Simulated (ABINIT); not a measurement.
# Diamond (Fd-3m, 2 atoms a cell): G0W0 in ABINIT against the k mesh

Wanted: the cheapest k mesh that holds the gap of Diamond (Fd-3m, 2 atoms a cell).

Calculated with ABINIT 10.8.3; PBE and many-body steps on it, plane waves.

## 1. Set-up

It takes space group Fd-3m (No. 227, cubic). The conventional cell has a = 3.567 Å, b = 3.567 Å, c = 3.567 Å, α = 90.00°, β = 90.00°, γ = 90.00°. Nearest to C lie 4 C at 1.54 Å.

The cell and positions come from the Crystallography Open Database and are kept as given unless a step says otherwise.

## 2. Empty states on the mesh, 8×8×8 mesh, 218 bands

This step: ABINIT 10.8.3; DFT, PBE, plane waves, norm-conserving pseudopotentials.

The sums over transitions need many empty states on a uniform mesh; this step solves for them.

File run.abi:

```
acell 3*1.0 Angstrom
rprim 
  -0.000000000000 1.783370000000 1.783370000000
  1.783370000000 0.000000000000 1.783370000000
  1.783370000000 1.783370000000 0.000000000000
ntypat 1
znucl 6
natom 2
typat 1 1
xred 
  0.000000000000 0.000000000000 -0.000000000000
  0.250000000000 0.250000000000 0.250000000000
pp_dirpath "pseudos"
pseudos "C.upf"
ecut 37
ngkpt 8 8 8
nshiftk 1
shiftk 0 0 0
kptopt 1
chksymbreak 0
irdden 1
istwfk *1
nband 218
prtvol 0
optdriver 6
gwr_task "HDIAGO"
paral_kgb 0
occopt 1
indata_prefix "in"
outdata_prefix "out"
tmpdata_prefix "tmp"
```

On the command line:

```
$ OMP_NUM_THREADS=1 mpirun -n 4 abinit run.abi > log
```

What it wrote:

```text
.Version 10.8.3 of ABINIT. v10.8.2 released Aug 2026.

 Symmetries : space group Fd -3 m (#227); Bravais cF (face-center cubic)
[... echo of the input left out ...]
== DATASET  1 ==================================================================
-   mpi_nproc: 4, omp_nthreads: 1 (-1 if OMP is not activated)

--- !DatasetInfo
iteration_state: {dtset: 1, }
dimensions: {natom: 2, nkpt: 29, mband: 218, nsppol: 1, nspinor: 1, nspden: 1, mpw: 869, }
cutoff_energies: {ecut:  37.0, pawecutdg:  -1.0, }
[...]
Indirect band gap semiconductor
 Fundamental gap:     4.190 (eV)
   VBM:    10.293 (eV) at k: [ 0.0000E+00,  0.0000E+00,  0.0000E+00]
   CBM:    14.483 (eV) at k: [ 3.7500E-01,  3.7500E-01,  0.0000E+00]
 Direct gap:         5.626 (eV) at k: [ 0.0000E+00,  0.0000E+00,  0.0000E+00]

== END DATASET(S) ==============================================================
================================================================================

 -outvars: echo values of variables after computation  --------
           etotal      0.0000000000E+00
            nband         218
             nkpt          29
          spgroup         227
 [... the other variables as echoed above ...]

 Calculation completed.
```

Wall time 4.5 s (4 MPI ranks of AMD EPYC 9R45, shared host); peak memory 0.44 GiB.

Read from the output:

| Item | Value |
| --- | --- |
| gap | 4.190 eV |
| k of the valence top | 0, 0, 0 |
| k of the conduction bottom | 0.375, 0.375, 0 |
| least direct gap | 5.626 eV |
| k points computed | 29 |
| lowest point of the top converged band, above the valence top | 374.6723 eV |

On this mesh the gap is 4.190 eV.

The density comes from a self-consistent run that is not shown.

## 3. Empty states on the mesh, 4×4×4 mesh, 64 bands

Edit run.abi of step 2 so:

```diff
@@ -15,3 +15,3 @@
 ecut 37
-ngkpt 8 8 8
+ngkpt 4 4 4
 nshiftk 1
@@ -22,3 +22,3 @@
 istwfk *1
-nband 218
+nband 64
 prtvol 0
```

What it wrote:

```text
[banner, memory and clock lines left out]
.Version 10.8.3 of ABINIT. v10.8.2 released Aug 2026.

 Symmetries : space group Fd -3 m (#227); Bravais cF (face-center cubic)
[... echo of the input left out ...]
== DATASET  1 ==================================================================
-   mpi_nproc: 4, omp_nthreads: 1 (-1 if OMP is not activated)

--- !DatasetInfo
iteration_state: {dtset: 1, }
dimensions: {natom: 2, nkpt: 8, mband: 64, nsppol: 1, nspinor: 1, nspden: 1, mpw: 869, }
cutoff_energies: {ecut:  37.0, pawecutdg:  -1.0, }
[...]
Integrated=    8.0000E+00

 === KS gaps after direct diagonalization ===
 Indirect band gap semiconductor
 Fundamental gap:     4.490 (eV)
   VBM:    10.293 (eV) at k: [ 0.0000E+00,  0.0000E+00,  0.0000E+00]
   CBM:    14.783 (eV) at k: [ 2.5000E-01,  2.5000E-01,  0.0000E+00]
 Direct gap:         5.626 (eV) at k: [ 0.0000E+00,  0.0000E+00,  0.0000E+00]

== END DATASET(S) ==============================================================

 -outvars: echo values of variables after computation  --------
           etotal      0.0000000000E+00
            nband          64
             nkpt           8
          spgroup         227
 [... the other variables as echoed above ...]

 Calculation completed.
```

The job ended after 1.6 s (4 MPI ranks; peak memory 0.11 GiB).

Numbers from this step:

```yaml
gap: 4.490 eV
k_of_the_valence_top: 0, 0, 0
k_of_the_conduction_bottom: 0.25, 0.25, 0
least_direct_gap: 5.626 eV
k_points_computed: 8
lowest_point_of_the_top_converged_band_above_the_valence_top: 121.9261 eV
```

On this mesh the gap is 4.490 eV.

## 4. Empty states on the mesh, 6×6×6 mesh, 64 bands

Edit run.abi of step 3 so:

```diff
@@ -15,3 +15,3 @@
 ecut 37
-ngkpt 4 4 4
+ngkpt 6 6 6
 nshiftk 1
```

What it wrote:

```text
[banner, memory and clock lines left out]
.Version 10.8.3 of ABINIT. v10.8.2 released Aug 2026.

 Symmetries : space group Fd -3 m (#227); Bravais cF (face-center cubic)
[... echo of the input left out ...]
== DATASET  1 ==================================================================
-   mpi_nproc: 4, omp_nthreads: 1 (-1 if OMP is not activated)

--- !DatasetInfo
iteration_state: {dtset: 1, }
dimensions: {natom: 2, nkpt: 16, mband: 64, nsppol: 1, nspinor: 1, nspden: 1, mpw: 869, }
cutoff_energies: {ecut:  37.0, pawecutdg:  -1.0, }
[...]
Integrated=    8.0000E+00

 === KS gaps after direct diagonalization ===
 Indirect band gap semiconductor
 Fundamental gap:     4.207 (eV)
   VBM:    10.293 (eV) at k: [ 0.0000E+00,  0.0000E+00,  0.0000E+00]
   CBM:    14.500 (eV) at k: [ 3.3333E-01,  3.3333E-01,  0.0000E+00]
 Direct gap:         5.626 (eV) at k: [ 0.0000E+00,  0.0000E+00,  0.0000E+00]

== END DATASET(S) ==============================================================

 -outvars: echo values of variables after computation  --------
           etotal      0.0000000000E+00
            nband          64
             nkpt          16
          spgroup         227
 [... the other variables as echoed above ...]

 Calculation completed.
```

Run time: 2.2 s. Hardware: 4 MPI ranks; peak memory 0.11 GiB.

Numbers from this step:

- gap: 4.207 eV
- k of the valence top: 0, 0, 0
- k of the conduction bottom: 0.3333, 0.3333, 0
- least direct gap: 5.626 eV
- k points computed: 16
- lowest point of the top converged band, above the valence top: 121.9261 eV

On this mesh the gap is 4.207 eV.

## 5. Empty states on the mesh, 10×10×10 mesh, 64 bands

Edit run.abi of step 4 so:

```diff
@@ -15,3 +15,3 @@
 ecut 37
-ngkpt 6 6 6
+ngkpt 10 10 10
 nshiftk 1
```

What it wrote:

```text
[banner, memory and clock lines left out]
.Version 10.8.3 of ABINIT. v10.8.2 released Aug 2026.

 Symmetries : space group Fd -3 m (#227); Bravais cF (face-center cubic)
[... echo of the input left out ...]
== DATASET  1 ==================================================================
-   mpi_nproc: 4, omp_nthreads: 1 (-1 if OMP is not activated)

--- !DatasetInfo
iteration_state: {dtset: 1, }
dimensions: {natom: 2, nkpt: 47, mband: 64, nsppol: 1, nspinor: 1, nspden: 1, mpw: 869, }
cutoff_energies: {ecut:  37.0, pawecutdg:  -1.0, }
[...]
Integrated=    8.0000E+00

 === KS gaps after direct diagonalization ===
 Indirect band gap semiconductor
 Fundamental gap:     4.229 (eV)
   VBM:    10.293 (eV) at k: [ 0.0000E+00,  0.0000E+00,  0.0000E+00]
   CBM:    14.522 (eV) at k: [ 4.0000E-01,  4.0000E-01,  0.0000E+00]
 Direct gap:         5.626 (eV) at k: [ 0.0000E+00,  0.0000E+00,  0.0000E+00]

== END DATASET(S) ==============================================================

 -outvars: echo values of variables after computation  --------
           etotal      0.0000000000E+00
            nband          64
             nkpt          47
          spgroup         227
 [... the other variables as echoed above ...]

 Calculation completed.
```

Elapsed: 4.5 s, on 4 MPI ranks; peak memory 0.31 GiB; 17 s of CPU time.

Read from the output:

* gap: 4.229 eV
* k of the valence top: 0, 0, 0
* k of the conduction bottom: 0.4, 0.4, 0
* least direct gap: 5.626 eV
* k points computed: 47
* lowest point of the top converged band, above the valence top: 121.9261 eV

On this mesh the gap is 4.229 eV.

## 6. Empty states on the mesh, 14×14×14 mesh, 64 bands

Edit run.abi of step 5 so:

```diff
@@ -15,3 +15,3 @@
 ecut 37
-ngkpt 10 10 10
+ngkpt 14 14 14
 nshiftk 1
```

What it wrote:

```text
[banner, memory and clock lines left out]
.Version 10.8.3 of ABINIT. v10.8.2 released Aug 2026.

 Symmetries : space group Fd -3 m (#227); Bravais cF (face-center cubic)
[... echo of the input left out ...]
== DATASET  1 ==================================================================
-   mpi_nproc: 4, omp_nthreads: 1 (-1 if OMP is not activated)

--- !DatasetInfo
iteration_state: {dtset: 1, }
dimensions: {natom: 2, nkpt: 104, mband: 64, nsppol: 1, nspinor: 1, nspden: 1, mpw: 869, }
cutoff_energies: {ecut:  37.0, pawecutdg:  -1.0, }
[...]
Integrated=    8.0000E+00

 === KS gaps after direct diagonalization ===
 Indirect band gap semiconductor
 Fundamental gap:     4.186 (eV)
   VBM:    10.293 (eV) at k: [ 0.0000E+00,  0.0000E+00,  0.0000E+00]
   CBM:    14.478 (eV) at k: [ 3.5714E-01,  3.5714E-01,  0.0000E+00]
 Direct gap:         5.626 (eV) at k: [ 0.0000E+00,  0.0000E+00,  0.0000E+00]

== END DATASET(S) ==============================================================

 -outvars: echo values of variables after computation  --------
           etotal      0.0000000000E+00
            nband          64
             nkpt         104
          spgroup         227
 [... the other variables as echoed above ...]

 Calculation completed.
```

Run time: 8.6 s. Hardware: 4 MPI ranks; peak memory 0.38 GiB.

Read from the output:

| Quantity | Value |
| --- | --- |
| gap | 4.186 eV |
| k of the valence top | 0, 0, 0 |
| k of the conduction bottom | 0.3571, 0.3571, 0 |
| least direct gap | 5.626 eV |
| k points computed | 104 |
| lowest point of the top converged band, above the valence top | 121.9261 eV |

On this mesh the gap is 4.186 eV.

## 7. Screening, 4×4×4 mesh, 56 bands, screening to 261.2 eV

The RPA dielectric matrix is built and inverted for each q.

This step: RPA screening on PBE, plane waves, norm-conserving pseudopotentials.

Edit run.abi of step 6 so:

```diff
@@ -15,3 +15,3 @@
 ecut 37
-ngkpt 14 14 14
+ngkpt 4 4 4
 nshiftk 1
@@ -20,10 +20,11 @@
 chksymbreak 0
-irdden 1
 istwfk *1
-nband 64
-prtvol 0
-optdriver 6
-gwr_task "HDIAGO"
-paral_kgb 0
 occopt 1
+irdwfk 1
+optdriver 3
+nband 56
+ecuteps 9.6
+inclvkb 2
+awtr 1
+symchi 1
 indata_prefix "in"
```

What it wrote:

```text
.Version 10.8.3 of ABINIT. v10.8.2 released Aug 2026.

 Symmetries : space group Fd -3 m (#227); Bravais cF (face-center cubic)
[... echo of the input left out ...]
== DATASET  1 ==================================================================
-   mpi_nproc: 4, omp_nthreads: 1 (-1 if OMP is not activated)

--- !DatasetInfo
iteration_state: {dtset: 1, }
dimensions: {natom: 2, nkpt: 8, mband: 56, nsppol: 1, nspinor: 1, nspden: 1, mpw: 869, }
cutoff_energies: {ecut:  37.0, pawecutdg:  -1.0, }
electrons: {nelect:   8.00000000E+00, charge:   0.00000000E+00, occopt:   1.00000000E+00, tsmear:   1.00000000E-02, }

 SCREENING: Calculation of the susceptibility and dielectric matrices

 Based on a program developped by R.W. Godby, V. Olevano, G. Onida, and L. Reining.
 Incorporated in ABINIT by V. Olevano, G.-M. Rignanese, and M. Torrent.
.Using double precision arithmetic ; gwpc =  8

[... cell and pseudopotentials left out ...]
--------------------------------------------------------------------------------

 ==== K-mesh for the wavefunctions ====
 Number of points in the irreducible wedge :     8
[... list of points left out ...]
 Together with 48 symmetry operations and time-reversal symmetry
 yields    64 points in the full Brillouin Zone.

 ==== Q-mesh for the screening function ====
 Number of points in the irreducible wedge :     8
[... list of points left out ...]
 Together with 48 symmetry operations and time-reversal symmetry
 yields    64 points in the full Brillouin Zone.

 setmesh: FFT mesh size selected  =    20x   20x   20
          total number of points  =         8000

 vcoul_init : cutoff-mode = AUXILIARY_FUNCTION
 q-points for optical limit:   1
     1)      0.000010    0.000020    0.000030

- screening: taking advantage of time-reversal symmetry
- Maximum band index for partially occupied states nbvw = 4
- Remaining bands to be divided among processors   nbcw = 52
- Number of bands treated by each node ~13

 Number of electrons calculated from density =    8.0000; Expected =    8.0000
 average of density, n =  0.104505
 r_s =    1.3170
 omega_plasma =   31.1835 [eV]

 calculating chi0 at frequencies [eV] :
  1    0.000000E+00    0.000000E+00
  2    0.000000E+00    3.118352E+01

--------------------------------------------------------------------------------
  q-point number  1        q = ( 0.000000, 0.000000, 0.000000) [r.l.u.]
--------------------------------------------------------------------------------
[... chi0 elements left out ...]
 For q-point:  0.000010 0.000020 0.000030
  dielectric constant =   6.8874
  dielectric constant without local fields =   7.4214

  Average fulfillment of the sum rule on Im[epsilon] for q-point    1 :     85.36  [%]
[... wings left out ...]
  q-point number  2        q = ( 0.250000, 0.000000, 0.000000) [r.l.u.]
--------------------------------------------------------------------------------
[... chi0 elements left out ...]
  Average fulfillment of the sum rule on Im[epsilon] for q-point    2 :     94.61  [%]

 [... 6 further q-points ...]
```

Elapsed: 1.6 s, on 4 MPI ranks; peak memory 0.09 GiB.

This step gave:

```yaml
eps_infinity_with_local_fields_on_this_mesh: 6.887
eps_infinity_without_local_fields_on_this_mesh: 7.421
plasma_frequency: 31.18 eV
plane_waves_in_the_screening_matrix: 113
```

Local fields lower ε∞ by 7 %. On a Γ-centred mesh this coarse the value itself is usually too large, while a short band sum pulls it down.

## 8. 4×4×4

This step: G0W0 on PBE, plane waves, norm-conserving pseudopotentials.

Edit run.abi of step 7 so:

```diff
@@ -23,8 +23,17 @@
 irdwfk 1
-optdriver 3
+optdriver 4
 nband 56
+gwcalctyp 0
+ecutsigx 37
+symsigma 1
+nkptgw 2
+kptgw 
+  0.0000000000 0.0000000000 0.0000000000
+  0.2500000000 0.2500000000 0.0000000000
+bdgw 
+  2 7
+  3 6
 ecuteps 9.6
-inclvkb 2
-awtr 1
-symchi 1
+irdscr 1
+ppmodel 1
 indata_prefix "in"
```

What it wrote:

```text
.Version 10.8.3 of ABINIT. v10.8.2 released Aug 2026.

 Symmetries : space group Fd -3 m (#227); Bravais cF (face-center cubic)
[... echo of the input left out ...]
== DATASET  1 ==================================================================
-   mpi_nproc: 4, omp_nthreads: 1 (-1 if OMP is not activated)

--- !DatasetInfo
iteration_state: {dtset: 1, }
dimensions: {natom: 2, nkpt: 8, mband: 56, nsppol: 1, nspinor: 1, nspden: 1, mpw: 869, }
cutoff_energies: {ecut:  37.0, pawecutdg:  -1.0, }
electrons: {nelect:   8.00000000E+00, charge:   0.00000000E+00, occopt:   1.00000000E+00, tsmear:   1.00000000E-02, }

 SIGMA: Calculation of the GW corrections

 Based on a program developped by R.W. Godby, V. Olevano, G. Onida, and L. Reining.
 Incorporated in ABINIT by V. Olevano, G.-M. Rignanese, and M. Torrent.
.Using double precision arithmetic ; gwpc =  8

[... cell and pseudopotentials left out ...]
--------------------------------------------------------------------------------

 ==== K-mesh for the wavefunctions ====
 Number of points in the irreducible wedge :     8
[... list of points left out ...]
 Together with 48 symmetry operations and time-reversal symmetry
 yields    64 points in the full Brillouin Zone.

 ==== Q-mesh for screening function ====
 Number of points in the irreducible wedge :     8
[... list of points left out ...]
 Together with 48 symmetry operations and time-reversal symmetry
 yields    64 points in the full Brillouin Zone.

 vcoul_init : cutoff-mode = AUXILIARY_FUNCTION
 q-points for optical limit:   1
     1)      0.000010    0.000020    0.000030
 setmesh: FFT mesh size selected  =    32x   32x   32
          total number of points  =        32768

 Number of electrons calculated from density =    8.0000; Expected =    8.0000
 average of density, n =  0.104505
 r_s =    1.3170
 omega_plasma =   31.1835 [eV]

 === KS Band Gaps ===
  >>>> For spin  1
   Minimum direct gap =   5.6255 [eV], located at k-point      :   0.0000  0.0000  0.0000
   Fundamental gap    =   4.4903 [eV], Top of valence bands at :   0.0000  0.0000  0.0000
                                       Bottom of conduction at :   0.2500  0.2500  0.0000
 SIGMA fundamental parameters:
 PLASMON POLE MODEL  1
 number of plane-waves for SigmaX                  869
 number of plane-waves for SigmaC and W            113
 number of plane-waves for wavefunctions           869
 number of bands                                    56
 number of independent spin polarizations            1
 number of spinorial components                      1
 number of k-points in IBZ                           8
 number of q-points in IBZ                           8
 number of symmetry operations                      48
 number of k-points in BZ                           64
 number of q-points in BZ                           64
 number of frequencies for dSigma/dE                 9
 frequency step for dSigma/dE [eV]                0.25
 number of omega for Sigma on real axis              0
 max omega for Sigma on real axis  [eV]           0.00
 zcut for avoiding poles [eV]                     0.10

 EPSILON^-1 parameters (SCR file):
 dimension of the eps^-1 matrix on file            113
 dimension of the eps^-1 matrix used               113
 number of plane-waves for wavefunctions           869
 number of bands                                    56
 number of q-points in IBZ                           8
 number of frequencies                               2
 number of real frequencies                          1
 number of imag frequencies                          1

 matrix elements of self-energy operator (all in [eV])

 Perturbative Calculation

--- !SelfEnergy_ee
iteration_state: {dtset: 1, }
kpoint     : [   0.000,    0.000,    0.000, ]
spin       : 1
KS_gap     :    5.626
QP_gap     :    7.363
Delta_QP_KS:    1.738
data: !SigmaeeData |
     Band     E0 <VxcDFT>   SigX SigC(E0)      Z dSigC/dE  Sig(E)    E-E0       E
        2  10.293 -16.974 -19.537   1.873   0.829  -0.206 -17.546  -0.572   9.720
        3  10.293 -16.974 -19.537   1.873   0.829  -0.206 -17.546  -0.572   9.720
        4  10.293 -16.974 -19.537   1.873   0.829  -0.206 -17.546  -0.572   9.720
        5  15.918 -15.644  -9.255  -4.987   0.831  -0.204 -14.479   1.165  17.083
        6  15.918 -15.644  -9.255  -4.987   0.831  -0.204 -14.479   1.165  17.083
        7  15.918 -15.644  -9.255  -4.987   0.831  -0.204 -14.479   1.165  17.083

--- !SelfEnergy_ee
iteration_state: {dtset: 1, }
kpoint     : [   0.250,    0.250,    0.000, ]
spin       : 1
KS_gap     :    8.621
QP_gap     :   10.236
Delta_QP_KS:    1.615
data: !SigmaeeData |
     Band     E0 <VxcDFT>   SigX SigC(E0)      Z dSigC/dE  Sig(E)    E-E0       E
        3   6.162 -16.146 -19.995   2.866   0.821  -0.218 -16.954  -0.808   5.354
        4   6.162 -16.146 -19.995   2.866   0.821  -0.218 -16.954  -0.808   5.354
        5  14.783 -14.681  -8.857  -4.859   0.837  -0.195 -13.874   0.807  15.590
        6  20.608 -13.615  -6.655  -6.066   0.829  -0.206 -12.874   0.740  21.348

== END DATASET(S) ==============================================================
================================================================================

 -outvars: echo values of variables after computation  --------
           etotal      0.0000000000E+00
            nband          56
             nkpt           8
          spgroup         227
 [... the other variables as echoed above ...]

 Calculation completed.
```

Run time: 1.9 s. Hardware: 4 MPI ranks; peak memory 0.11 GiB.

This step gave:

- G0W0 gap on the mesh: 5.870 eV
- starting gap on the mesh: 4.490 eV
- k of the valence top: 0, 0, 0
- k of the conduction bottom: 0.25, 0.25, 0
- Z at the valence top: 0.829
- Z at the conduction bottom: 0.837
- least direct G0W0 gap on the computed points: 7.363 eV

(Part 1 of 3 ends here.)

[Long decimals in the printed logs are rounded to 6 places.]

[Logs are printed without paths, hosts, clocks, repeated set-up lines and the standing remarks that a program may print on its own settings, such as how far it seeks lower states.]

[Paths, hosts, dates, memory and timing lines, banners, echoed tables and standing remarks are left out of the program output; an Ansatz launch command may be rebuilt from the run's recorded settings. Measured values are a selection of at most five: reports struck by readers or far from the other reports are left out. None is set beside runs whose start may be inverted or whose files or cutoffs have a known fault.]

[Runs of the session that timed out or met a known fault of the program may be left out.]

[Hosts, paths, dates, database ids (printed as entryN), source tags and the programs' standing remarks are cut or masked in the printed files.]

[G0W0 gaps are taken among the corrected bands and points alone; a level outside them can change the order at an edge.]

[Where Ansatz stands beside ABINIT at settings called matched, ABINIT's density can come from a denser mesh and the files from another edition; pairs whose starting gaps differed by over 0.03 eV were left out, so agreement reads better than it is.]
